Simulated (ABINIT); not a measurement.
Records of electronic-structure calculations.

```
! title: Beyond one shot: GaP (F-43m)
! method: RPA screening on PBE from quasiparticle energies and orbitals, plane waves, norm-conserving pseudopotentials (and 4 further levels or steps)
! program: ABINIT 10.8.3
! settings: cutoff 45 Ha, PseudoDojo scalar-relativistic 0.4 stringent, norm-conserving, ngkpt (4, 4, 4), nband 78, ecuteps 5 Ha, gwcalctyp 27, nfreqre 1, inclvkb 2, shiftk (0, 0, 0), symchi 1, awtr 1, frequency static, cycle 7, q points all but q = 0, 4×4×4 k-mesh
! cost: 22 runs, 5.6 min in all on 8 MPI ranks of Intel Xeon Platinum 8488C (Sapphire Rapids), shared host
! notes: The cell and positions come from the Crystallography Open Database and are kept as given unless a step says otherwise. Limits: no spin-orbit coupling. The 4×4×4 mesh is coarse for this cell, which bears on the long-range parts of exchange and screening.
! G0W0: 2.174 eV
! self-consistent COHSEX, cycle 1: 2.827 eV
! self-consistent COHSEX, cycle 2: 3.097 eV
! self-consistent COHSEX, cycle 3: 3.094 eV
! self-consistent COHSEX, cycle 4: 3.042 eV
! self-consistent COHSEX, cycle 5: 3.001 eV
! self-consistent COHSEX, cycle 6: 2.980 eV
! self-consistent COHSEX, cycle 7: 2.970 eV
! known limits: short of the basis limit; no spin-orbit coupling; coarse k mesh
CELL_PARAMETERS angstrom
0.00000 2.72525 2.72525
2.72525 0.00000 2.72525
2.72525 2.72525 0.00000
ATOMIC_POSITIONS crystal
Ga 0.00000 0.00000 0.00000
P 0.25000 0.25000 0.25000
```

[Long decimals in the printed logs are rounded to 6 places.]

[Logs are printed without paths, hosts, clocks, repeated set-up lines and the standing remarks that a program may print on its own settings, such as how far it seeks lower states.]

[Paths, hosts, dates, memory and timing lines, banners, echoed tables and standing remarks are left out of the program output; an Ansatz launch command may be rebuilt from the run's recorded settings. Measured values are a selection of at most five: reports struck by readers or far from the other reports are left out. None is set beside runs whose start may be inverted or whose files or cutoffs have a known fault.]

[Runs of the session that timed out or met a known fault of the program may be left out.]

[Hosts, paths, dates, database ids (printed as entryN), source tags and the programs' standing remarks are cut or masked in the printed files.]

[G0W0 gaps are taken among the corrected bands and points alone; a level outside them can change the order at an edge.]

[Where Ansatz stands beside ABINIT at settings called matched, ABINIT's density can come from a denser mesh and the files from another edition; pairs whose starting gaps differed by over 0.03 eV were left out, so agreement reads better than it is.]
